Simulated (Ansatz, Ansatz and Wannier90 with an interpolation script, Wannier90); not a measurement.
An input for Ansatz 0.2.0 (PbF2 (Aea2)):

```yaml
crystal:
  lattice:
    - [6.024056, 0.0, 0.0]
    - [0.0, 3.00205, 3.011285]
    - [0.0, -3.00205, 3.011285]
  atoms:
    - { symbol: Pb, position: [0.5, 0.977479, 0.977479] }
    - { symbol: Pb, position: [0.0, 0.477479, 0.477479] }
    - { symbol: F, position: [0.764773, 0.973608, 0.458666] }
    - { symbol: F, position: [0.235227, 0.458666, 0.973608] }
    - { symbol: F, position: [0.735227, 0.473608, 0.958666] }
    - { symbol: F, position: [0.264773, 0.958666, 0.473608] }
kpoints:
  mp_grid: { grid: [4, 4, 4] }
hamiltonian:
  xc: lda
scf:
  occupations: { method: fixed }
  n_extra_bands: 57
output:
  wannier:
    kmesh: [8, 8, 8]
    projections: [{ species: F, l: p, shell: 2 }, { species: Pb, l: p, shell: 6 }]
    minimise: true
    write_hr: true
    seedname: w
    conv_tol: 1.0e-06
    max_iter: 20000
    stability_check: false
    disentanglement:
      window: [0.32, 13.95]
      frozen_window: [0.32, 10.95]
      conv_tol: 1.0e-08
```

```sh
ansatz run input.yaml --threads 8 --pin off --max-ram 18432MiB --backend cpu --events-out ev --progress --plain --runs-dir out
```

**Question.** How long will it take on 8 threads of Arm Neoverse V2, shared host, and how much memory?

It took 21 s; on shared hardware allow 10 s to 41 s. Peak host memory was 2.1 GiB.

[Paths, hosts, dates, memory and timing lines, banners, echoed tables and standing remarks are left out of the program output.]

[Logs are printed without paths, hosts, clocks, repeated set-up lines and the standing remarks that a program may print on its own settings, such as how far it seeks lower states.]

[Runs of the session that timed out or met a known fault of the program may be left out.]

[Hosts, paths, dates, database ids (printed as entryN), source tags and the programs' standing remarks are cut or masked in the printed files.]
